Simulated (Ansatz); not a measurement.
## 2H-VSSe monolayer in a perpendicular field

Wanted: the out-of-plane response of the 2H-VSSe monolayer. A positive field points along +c.

Program: Ansatz 0.2.0. Level of theory: plane-wave DFT, PBE-D3(BJ), Ansatz PAW (set soft_1); PAW set soft_1. Results are calculated unless marked as measured.

## (1) Set-up

The cell holds 3 atoms: 1 Se, 1 V and 1 S. Cell: a = 3.250 Å, b = 3.250 Å, c = 37.766 Å, α = 90.0°, β = 90.0°, γ = 120.0°. Vacuum lies along c.

## (2) Relaxing the slab

The starting cell is a guess, so the in-plane lattice and the atoms are relaxed first, with the slab cut off from its images along the normal.

The input, input.yaml:

```yaml
crystal:
  lattice:
    - [3.25, 0.0, 0.0]
    - [-1.625, 2.8145825623, 0.0]
    - [0.0, 0.0, 37.7660927913]
  atoms:
    - { symbol: Se, position: [0.3333333333, 0.6666666667, 0.4554349875] }
    - { symbol: V, position: [0.0, 0.0, 0.5029758306], spin: 1.0 }
    - { symbol: S, position: [0.3333333333, 0.6666666667, 0.5445650125] }
  periodic: [true, true, false]
magnetization:
  spin_polarized: true
kpoints:
  mp_grid: { grid: [12, 12, 1] }
hamiltonian:
  xc: pbe
  dispersion: d3bj
  pseudopotentials: { kind: paw, azcp: { folder: soft_1 } }
scf:
  occupations: { method: fermi_dirac, width: 0.05 }
  convergence: { dr2_threshold: 1.0e-09 }
relax:
  f_tol: 0.004
  max_steps: 90
  cell: {}
output:
  write_potential: true
  write_density: true
  volumetric_format: npy
```

On the command line:

```bash
$ ansatz run input.yaml --threads 2 --pin off --max-ram 3072MiB --backend cpu --events-out ev --progress --plain --runs-dir out
```

Numbers of over 12 decimals in the logs are rounded to 6 here.

Log:

```text
Warning: relax.cell: scf.convergence.dr2_threshold = 1e-9 eV is looser than the 1.6792382221e-10 eV advised for a relaxation that steers and ends on the stress (1e-10 eV for each atom of the cell: 3, times the square of relax.cell.stress_2d_tol = 0.05 N/m over 13.4 Å (the atoms' height at the walk's start and 5 Å past either face), 3.741e-2 GPa, over a crystal's default 0.05). What an SCF threshold leaves in a stress goes as its square root, and in the free energy as the threshold itself, and one threshold admits the most on a small cell: [figures from the program's tests cut] Set scf.convergence.dr2_threshold to 1.6792382221e-10 eV or tighter. [rest of the remark cut]
Engine: ansatz 0.2.0, aarch64-unknown-linux-gnu
Pseudopotentials: kind: paw
Pseudopotential: Se, paw, valence charge 16, recommended cutoff 420 eV (normal), soft_1/Se.paw.azcp
Pseudopotential: V, paw, valence charge 13, recommended cutoff 420 eV (normal), soft_1/V.paw.azcp
Pseudopotential: S, paw, valence charge 6, recommended cutoff 420 eV (normal), soft_1/S.paw.azcp
Functional definition: PBE
  parameter kappa = 0.804
  parameter beta = 0.066725
  exchange = pbe_x(kappa = kappa, mu = beta*pi^2/3)
  correlation = pbe_c(beta = beta)
Crystal: 3 atoms, lattice volume = 345.461 Å³
Basis set: ecut = 420 eV, 6895 PW (Γ), exchange–correlation on 48×48×512 points (8 copies of the dense FFT grid, shifted against one another)
Bands: 22, of which v1, the nominal top of the filled ones, is band 18 counted from 1 (17 counted from 0)
Symmetry: 6 space group operations
Space group: P3m1 (ITA 156), of the structure as read, at distance tolerance 7.0e-5 Å
Magnetic group: BNS 156.49 (UNI 1279), of the structure as read, at distance tolerance 7.0e-5 Å
k-points: 19 of 144 (time reversal used)
Non-local potential: Se, projectors of the file, l = 0: 2, l = 1: 2, l = 2: 3, l = 3: 1
Non-local potential: V, projectors of the file, l = 0: 3, l = 1: 2, l = 2: 3, l = 3: 1
Non-local potential: S, projectors of the file, l = 0: 2, l = 1: 2, l = 2: 1
PAW form: soft (Blöchl's): semilocal exchange-correlation on the pseudo side does not see the compensation charge
PAW one-centre angular grid: Se, 590 points (default); XC on 64 Gauss nodes
PAW one-centre angular grid: V, 590 points (default); XC on 64 Gauss nodes
PAW one-centre angular grid: S, 110 points (default); XC on 64 Gauss nodes
Initial density: superposition of atomic densities (neutral atoms: chi_scale 0, normalization atom)
Starting moments: Σ|m| = 1 μB on 1 of 3 sites
Initial wavefunctions: pseudopotential atomic-orbital guess
Functional: x = pbe(κ = 0.804, μ = 0.219515), c = pbe(β = 0.066725)
SCF iter   1: F=—  HF=-9287.336878 eV  |F-HF|=—  |Δ(HF+E_count)|=         —  Δρ=1.17e-2 (↑1.17e-2 ↓9.71e-3)  dr2=2.37e0  dr2_m=2.81e-2  M=0.848 μB ∫|m|=1.032 μB  β_m=0.30  ethr=3.10e-3  ⟨swp⟩=15.8  Hψ=6696  notcnv=0
Mixer restart at iter 1: flushing history
preconditioner: auto → LDOS  [metal: Δε(μ)=0.119 eV  Ē_g=7.209 eV  σ=0.050 eV  W_gap=0.42  n_scr=22 (ndim 8)  ℏωp=8.2 eV  f_vac=0.801  D(μ)=1.33/eV (n_scr^D=10)]
spin=Collinear: LDOS preconditioning applied to the charge; magnetization (m = ρ↑ − ρ↓) channel mixes plain (no charge-response kernel on spin).
SCF iter   2: F=—  HF=-9286.649725 eV  |F-HF|=—  |Δ(HF+E_count)|=   6.87e-1  Δρ=5.76e-3 (↑5.70e-3 ↓5.76e-3)  dr2=4.42e-1  dr2_m=1.17e-2  M=0.881 μB ∫|m|=1.079 μB  β_m=0.40  ethr=3.10e-3  ⟨swp⟩=2.9  Hψ=1736  notcnv=0
SCF iter   3: F=—  HF=-9286.539250 eV  |F-HF|=—  |Δ(HF+E_count)|=   1.10e-1  Δρ=2.74e-3 (↑2.16e-3 ↓2.74e-3)  dr2=3.96e-2  dr2_m=4.30e-3  M=0.921 μB ∫|m|=1.134 μB  β_m=0.60  ethr=1.26e-3  ⟨swp⟩=3.0  Hψ=1602  notcnv=0
SCF iter   4: F=—  HF=-9286.586593 eV  |F-HF|=—  |Δ(HF+E_count)|=         —  Δρ=1.85e-3 (↑1.12e-3 ↓1.85e-3)  dr2=9.98e-3  dr2_m=5.45e-3  M=0.975 μB ∫|m|=1.249 μB  β_m=0.60  ethr=1.13e-4  ⟨swp⟩=3.3  Hψ=1917  notcnv=0
SCF iter   5: F=—  HF=-9286.594420 eV  |F-HF|=—  |Δ(HF+E_count)|=         —  Δρ=1.06e-3 (↑8.03e-4 ↓1.06e-3)  dr2=8.25e-4  dr2_m=2.63e-3  M=0.987 μB ∫|m|=1.307 μB  β_m=0.60  ethr=2.85e-5  ⟨swp⟩=2.9  Hψ=1619  notcnv=0
SCF iter   6: F=—  HF=-9286.595461 eV  |F-HF|=—  |Δ(HF+E_count)|=   1.04e-3  Δρ=6.35e-4 (↑6.35e-4 ↓5.13e-4)  dr2=2.57e-3  dr2_m=9.61e-4  M=0.990 μB ∫|m|=1.331 μB  β_m=0.80  ethr=2.36e-6  ⟨swp⟩=3.4  Hψ=1731  notcnv=0
SCF iter   7: F=—  HF=-9286.597140 eV  |F-HF|=—  |Δ(HF+E_count)|=   1.68e-3  Δρ=5.51e-4 (↑3.31e-4 ↓5.51e-4)  dr2=1.61e-2  dr2_m=9.97e-5  M=0.992 μB ∫|m|=1.348 μB  β_m=0.49  ethr=2.36e-6  ⟨swp⟩=4.3  Hψ=2034  notcnv=0  recentre
SCF iter   8: F=—  HF=-9286.595677 eV  |F-HF|=—  |Δ(HF+E_count)|=   1.46e-3  Δρ=1.49e-4 (↑1.17e-4 ↓1.49e-4)  dr2=1.32e-5  dr2_m=5.50e-5  M=0.992 μB ∫|m|=1.354 μB  β_m=0.60  ethr=2.36e-6  ⟨swp⟩=3.6  Hψ=1634  notcnv=0
SCF iter   9: F=—  HF=-9286.595694 eV  |F-HF|=—  |Δ(HF+E_count)|=   1.66e-5  Δρ=3.48e-5 (↑3.48e-5 ↓2.49e-5)  dr2=1.02e-5  dr2_m=1.85e-6  M=0.993 μB ∫|m|=1.362 μB  β_m=0.61  ethr=3.78e-8  ⟨swp⟩=3.4  Hψ=1929  notcnv=0
SCF iter  10: F=—  HF=-9286.595698 eV  |F-HF|=—  |Δ(HF+E_count)|=   4.61e-6  Δρ=9.77e-6 (↑9.77e-6 ↓9.62e-6)  dr2=1.45e-6  dr2_m=1.61e-7  M=0.993 μB ∫|m|=1.363 μB  β_m=0.78  ethr=2.90e-8  ⟨swp⟩=2.9  Hψ=1384  notcnv=0
SCF iter  11: F=—  HF=-9286.595699 eV  |F-HF|=—  |Δ(HF+E_count)|=   6.71e-7  Δρ=3.85e-6 (↑3.15e-6 ↓3.85e-6)  dr2=2.97e-7  dr2_m=1.47e-8  M=0.993 μB ∫|m|=1.364 μB  β_m=0.72  ethr=4.16e-9  ⟨swp⟩=2.8  Hψ=1579  notcnv=0
SCF iter  12: F=—  HF=-9286.595699 eV  |F-HF|=—  |Δ(HF+E_count)|=   1.77e-8  Δρ=1.28e-6 (↑1.28e-6 ↓1.19e-6)  dr2=1.27e-8  dr2_m=3.90e-9  M=0.993 μB ∫|m|=1.364 μB  β_m=0.72  ethr=8.49e-10  ⟨swp⟩=3.3  Hψ=1757  notcnv=0
SCF iter  13: F=—  HF=-9286.595699 eV  |F-HF|=—  |Δ(HF+E_count)|=   1.77e-9  Δρ=6.72e-7 (↑6.72e-7 ↓3.44e-7)  dr2=4.97e-9  dr2_m=6.01e-10  M=0.993 μB ∫|m|=1.364 μB  β_m=0.64  ethr=3.63e-11  ⟨swp⟩=3.1  Hψ=1792  notcnv=0
SCF iter  14: F=—  HF=-9286.595699 eV  |F-HF|=—  |Δ(HF+E_count)|=   5.65e-9  Δρ=1.75e-7 (↑1.75e-7 ↓1.71e-7)  dr2=3.53e-10  dr2_m=5.97e-11  M=0.993 μB ∫|m|=1.364 μB  β_m=0.61  ethr=1.42e-11  ⟨swp⟩=3.2  Hψ=1508  notcnv=0
SCF iter  15: F=-9286.595699 eV  HF=-9286.595699 eV  |F-HF|=1.09e-9  |Δ(HF+E_count)|=  3.40e-10  Δρ=6.75e-8 (↑6.75e-8 ↓6.36e-8)  dr2=1.25e-11  dr2_m=1.10e-11  M=0.993 μB ∫|m|=1.364 μB  ethr=1.01e-12  ⟨swp⟩=7.3  Hψ=5485  notcnv=0
SCF 1 converged in 15 iterations: F = -9286.595699 eV  dr2 = 1.25e-11
  greatest PAW one-centre occupation: 1.000 electrons in one spin orbital (limit 2), on the Se atom at site 0 (counted from 0), in its partial waves of l = 2
[...]
SCF iter  11: F=—  HF=-9286.885664 eV  |F-HF|=—  |Δ(HF+E_count)|=   3.21e-8  Δρ=1.37e-7 (↑1.37e-7 ↓1.18e-7)  dr2=8.86e-10  dr2_m=1.51e-11  M=0.939 μB ∫|m|=1.160 μB  β_m=0.85  ethr=1.94e-11  ⟨swp⟩=2.6  Hψ=1276  notcnv=0
SCF iter  12: F=-9286.885664 eV  HF=-9286.885664 eV  |F-HF|=2.51e-10  |Δ(HF+E_count)|=   4.26e-9  Δρ=4.83e-8 (↑2.87e-8 ↓4.83e-8)  dr2=2.16e-11  dr2_m=1.70e-12  M=0.939 μB ∫|m|=1.160 μB  ethr=2.53e-12  ⟨swp⟩=8.4  Hψ=5893  notcnv=0
SCF 3 converged in 12 iterations: F = -9286.885664 eV  dr2 = 2.16e-11
relax step   3: F+E_penalty+E_count = -9286.88566440 eV  Δ(F+E_penalty+E_count) = -4.170e-2 eV  max|allowed force component| = 1.893e-1 eV/Å  Δτ_max = 0.0609 Å  P = -0.628 N/m  Ω = 341.205 Å³  energy of the carried Pulay correction = +2.033e-4 eV  fix = [c, alpha, beta]  reactions: c -0.000 N/m  (12 SCF iters, accepted)
[...]
relax step   4: F+E_penalty+E_count = -9286.88815187 eV  Δ(F+E_penalty+E_count) = -2.487e-3 eV  max|allowed force component| = 4.048e-2 eV/Å  Δτ_max = 0.0065 Å  P = -0.098 N/m  Ω = 339.151 Å³  energy of the carried Pulay correction = +3.024e-4 eV  fix = [c, alpha, beta]  reactions: c -0.000 N/m  (10 SCF iters, accepted)
[...]
relax step   5: F+E_penalty+E_count = -9286.88825483 eV  Δ(F+E_penalty+E_count) = -1.030e-4 eV  max|allowed force component| = 2.827e-3 eV/Å  Δτ_max = 0.0022 Å  P = +0.003 N/m  Ω = 338.841 Å³  energy of the carried Pulay correction = +3.173e-4 eV  fix = [c, alpha, beta]  reactions: c +0.000 N/m  (10 SCF iters, accepted)
Initial wavefunctions: pseudopotential atomic-orbital guess (no wavefunctions were taken with the density)
iter 1 solved again at ethr=1.54e-7 eV; its pass at ethr=3.10e-3 eV (dr2=5.39e-5 eV) is discarded
SCF iter   1: F=—  HF=-9286.887848 eV  |F-HF|=—  |Δ(HF+E_count)|=         —  Δρ=8.03e-6 (↑8.03e-6 ↓7.15e-6)  dr2=8.74e-7  dr2_m=3.46e-9  M=0.915 μB ∫|m|=1.117 μB  β_m=0.65  ethr=1.54e-7  ⟨swp⟩=6.6  Hψ=10770  notcnv=0
preconditioner: auto → LDOS  [metal: Δε(μ)=0.082 eV  Ē_g=7.217 eV  σ=0.050 eV  W_gap=0.34  n_scr=18 (ndim 8)  ℏωp=8.3 eV  f_vac=0.813  D(μ)=0.99/eV (n_scr^D=8)]
spin=Collinear: LDOS preconditioning applied to the charge; magnetization (m = ρ↑ − ρ↓) channel mixes plain (no charge-response kernel on spin).
SCF iter   2: F=—  HF=-9286.887844 eV  |F-HF|=—  |Δ(HF+E_count)|=   4.40e-6  Δρ=3.52e-6 (↑3.35e-6 ↓3.52e-6)  dr2=9.93e-7  dr2_m=4.16e-10  M=0.915 μB ∫|m|=1.117 μB  β_m=0.44  ethr=2.50e-9  ⟨swp⟩=3.3  Hψ=1773  notcnv=0
SCF iter   3: F=—  HF=-9286.887844 eV  |F-HF|=—  |Δ(HF+E_count)|=   4.89e-8  Δρ=2.99e-6 (↑2.99e-6 ↓2.53e-6)  dr2=1.15e-7  dr2_m=5.72e-10  M=0.915 μB ∫|m|=1.117 μB  β_m=0.43  ethr=2.50e-9  ⟨swp⟩=2.4  Hψ=1019  notcnv=0
SCF iter   4: F=—  HF=-9286.887844 eV  |F-HF|=—  |Δ(HF+E_count)|=   6.35e-8  Δρ=1.32e-6 (↑1.32e-6 ↓1.25e-6)  dr2=1.75e-8  dr2_m=5.62e-11  M=0.915 μB ∫|m|=1.117 μB  β_m=0.51  ethr=3.29e-10  ⟨swp⟩=2.1  Hψ=1154  notcnv=0
SCF iter   5: F=—  HF=-9286.887844 eV  |F-HF|=—  |Δ(HF+E_count)|=   8.76e-8  Δρ=4.49e-7 (↑4.49e-7 ↓4.15e-7)  dr2=1.62e-9  dr2_m=1.68e-11  M=0.915 μB ∫|m|=1.117 μB  β_m=0.61  ethr=5.00e-11  ⟨swp⟩=2.8  Hψ=1496  notcnv=0
SCF iter   6: F=—  HF=-9286.887844 eV  |F-HF|=—  |Δ(HF+E_count)|=   3.49e-8  Δρ=1.38e-7 (↑1.38e-7 ↓9.74e-8)  dr2=8.56e-11  dr2_m=9.72e-12  M=0.915 μB ∫|m|=1.117 μB  β_m=0.61  ethr=4.63e-12  ⟨swp⟩=2.9  Hψ=1569  notcnv=0
SCF iter   7: F=-9286.887844 eV  HF=-9286.887844 eV  |F-HF|=3.57e-10  |Δ(HF+E_count)|=   5.76e-9  Δρ=4.01e-8 (↑4.01e-8 ↓2.88e-8)  dr2=2.20e-11  dr2_m=8.37e-13  M=0.915 μB ∫|m|=1.117 μB  ethr=1.00e-12  ⟨swp⟩=10.0  Hψ=6185  notcnv=0
SCF 6 converged in 7 iterations: F = -9286.887844 eV  dr2 = 2.20e-11
relax step   6: F+E_penalty+E_count = -9286.88784429 eV  Δ(F+E_penalty+E_count) = +4.105e-4 eV  max|allowed force component| = 2.901e-3 eV/Å  Δτ_max = 0.0000 Å  P = +0.012 N/m  Ω = 338.841 Å³  fix = [c, alpha, beta]  reactions: c +0.000 N/m  stress off target by 1.20e-2 N/m on what of the cell is left free  SCF on the basis re-selected at this cell (its energy is not comparable with the rows above)  (7 SCF iters)
basis re-selected at this cell: Δ(F+E_penalty+E_count) = +4.105e-4 eV, ΔP = +0.009 N/m vs the last step (what re-selecting the basis moved, of the pressure what is left beyond the Pulay correction that the steps carried, after the strain that the cell walked since its last selection, with what the two solves' SCF thresholds leave and, on support functions, any second-order correction that the steps lacked; it is no m [...]
WARN: The output density's exchange-correlation potential varies sharply where the density is thin. Do not read a vacuum level from v_tot or v_xc, or from such a field of the output density. On a cell that repeats whose density bears no net charge and no dipole along the vacuum's axis use v_es (v_loc + v_h of the components); under efield.dipole_correction with no amplitude use v_es + v_field, which holds any externa [...]
SCF converged after 7 iterations
Magnetization: 0.9147 μB (17.9573 up, 17.0427 down)
Absolute magnetization: 1.1151 μB (∫|ρ↑−ρ↓|, with the PAW one-centre terms)
Spin contamination: 0.0202 ħ² per cell (⟨S²⟩ above its minimum at these occupations)
Per-site moments (μB) at R_I (Å): [(-0.047605, 1.028645), (0.748662, 0.965556), (-0.00128253, 0.965556)]
Free energy (F): -9286.887844 eV
Harris-Foulkes:  -9286.887844 eV  (|F-HF|=3.57e-10)
Internal energy: -9286.879670 eV  (E = F + TS)
E sigma→0 (E₀):  -9286.883757 eV
Entropy (-TS):   -0.008174 eV (-2.725 meV/atom)
Fermi energy:    -5.568496 eV
--- Per-component energies (eV) ---
  E_band       = -1111.237980
  E_kinetic    = 513.243976
  E_local      = -102713.350099  (includes V_loc(G=0)·N_el)
  E_nonlocal   = -238.640089
  E_hartree    = 51028.644080
  E_xc         = -289.638594
  E_vxc        = -319.374466  (∫ρ·V_xc dr)
  E_paw        = -3864.227286  (= ΣΔE_a)
  E_vpaw       = -410.405643  (= ΣTr[D̂ρ^β])
  E_aug_tail   = 0.000648  (compensation charges beyond the density's cutoff)
  E_ewald      = 46278.023383
  E_disp       = -0.935691  (pairwise vdW)
  E_smearing   = -0.008174  (= −TS)
  E_closure    = 0.000000  (closes the sum)
  Σ components = -9286.887844   (vs F -9286.887844, Δ=0.00e0)
--- Forces (eV/Å), atoms counted from 1 ---
  atom   1  Se     0.00000000    -0.00000000    -0.00002747
  atom   2  V      0.00000000     0.00000000    -0.00287431
  atom   3  S      0.00000000    -0.00000000     0.00290112
  max |Σ_I F_I| component: 6.53e-7 eV/Å
--- 2D stress c σ (N/m, compression-positive) ---
        0.012027      -0.000000       0.000000
       -0.000000       0.012027       0.000000
        0.000000       0.000000       0.000000
  P = ½ c Tr σ = 0.0120 N/m
--- Band table (eV; the first three rows and the last of 38) ---
  k-point 0 ↑: bands = [... 14 lower, -7.3590, -6.3934, -6.3934, -5.5115, -2.9867, -2.9867, -2.6880, -2.6880]
  k-point 1 ↑: bands = [... 14 lower, -7.3941, -6.4965, -6.4549, -5.5480, -3.2079, -3.1276, -2.9987, -2.7493]
  k-point 2 ↑: bands = [... 14 lower, -7.6042, -6.7013, -6.6627, -5.7220, -3.8453, -3.4325, -3.3155, -2.6274]
  k-point 18 ↓: bands = [... 14 lower, -8.8079, -8.6982, -6.9884, -4.8617, -3.7616, -3.0364, -2.7583, -1.8096]
  the weakly bound empty levels are not read free of the cell's end (no_gap_told)
--- Relaxed structure (5 steps of the walk, 5 accepted, 1 SCFs on fresh bases) ---
  F+E_penalty+E_count = -9286.88784429 eV   max|allowed force component| = 2.901e-3 eV/Å   (the final SCF, on the basis selected at the relaxed cell)
  cell:  # Å, volume = 338.8412 Å³
    - [3.218709, 0, 0]
    - [-1.609355, 2.787484, 0]
    - [0, 0, 37.7660927913]
  atoms:
    - { symbol: Se, position: [0.333333, 0.666667, 0.459076] }
    - { symbol: V, position: [2.2489019193466355e-19, -3.700743415524895e-17, 0.503107] }
    - { symbol: S, position: [0.333333, 0.666667, 0.540793] }
```

Run time: 1.7 min. Hardware: 2 threads of Arm Neoverse V1, shared host; peak memory 0.69 GiB; 3.4 min of CPU time.

Step by step:

| step | energy less that of the first step (eV) | largest force component (eV/Å) | volume (Å³) |
| --- | --- | --- | --- |
| 1 | 0.0000 | 1.9257 | 345.46 |
| 2 | -0.2483 | 0.9525 | 346.62 |
| 3 | -0.2900 | 0.1893 | 341.21 |
| 4 | -0.2925 | 0.0405 | 339.15 |
| 5 | -0.2926 | 0.0028 | 338.84 |
| 6* | -0.2921 | 0.0029 | 338.84 |

Relaxation steps marked * repeat the geometry before them on a plane-wave basis chosen anew for their cell, so energy and pressure can jump there.

The run keeps the 6 symmetry operations that it works with, so distortions that break them were not tested.

| cell as run | before | after | change |
| --- | --- | --- | --- |
| a (Å) | 3.250 | 3.219 | -1.0 % |
| b (Å) | 3.250 | 3.219 | -1.0 % |

The atoms that moved most (Å, along periodic axes as changes of fractional coordinates times the final cell, across vacuum about the mean position):

| atom | dx | dy | dz | length |
| --- | --- | --- | --- | --- |
| S3 | 0.000 | 0.000 | -0.142 | 0.142 |
| Se1 | 0.000 | 0.000 | 0.138 | 0.138 |

Final coordinates:

```cif
data_structure
_symmetry_space_group_name_H-M 'P 1'
_symmetry_Int_Tables_number 1
_cell_length_a 3.2187
_cell_length_b 3.2187
_cell_length_c 37.7661
_cell_angle_alpha 90.000
_cell_angle_beta 90.000
_cell_angle_gamma 120.000
_cell_volume 338.84
loop_
_atom_site_label
_atom_site_type_symbol
_atom_site_fract_x
_atom_site_fract_y
_atom_site_fract_z
_atom_site_occupancy
Se1 Se 0.33333 0.66667 0.45908 1
V2 V 0.00000 0.00000 0.50311 1
S3 S 0.33333 0.66667 0.54079 1
```

Numbers from this step:

| Property | Result |
| --- | --- |
| energy at zero smearing | -9286.8838 eV |
| total moment | 0.9147 μB |
| site moments | -0.04761, 0.7487, -0.001283 μB |

Site moment by atom:

| atom | site moment (μB) |
| --- | --- |
| Se1 | -0.048 |
| V2 | 0.749 |
| S3 | -0.001 |

The lattice constant a goes from 3.250 to 3.219 Å.

(Part 1 of 2 ends here.)

[Logs are printed without paths, hosts, clocks, repeated set-up lines and the standing remarks that a program may print on its own settings, such as how far it seeks lower states.]

[Hosts, paths, dates, database ids (printed as entryN), source tags and the programs' standing remarks are cut or masked in the printed files.]

[Maps of the electrostatic potential energy from Ansatz leave out the sawtooth potential of an applied field or a dipole correction, so their vacuum need not be flat; planar profiles and work functions include it.]
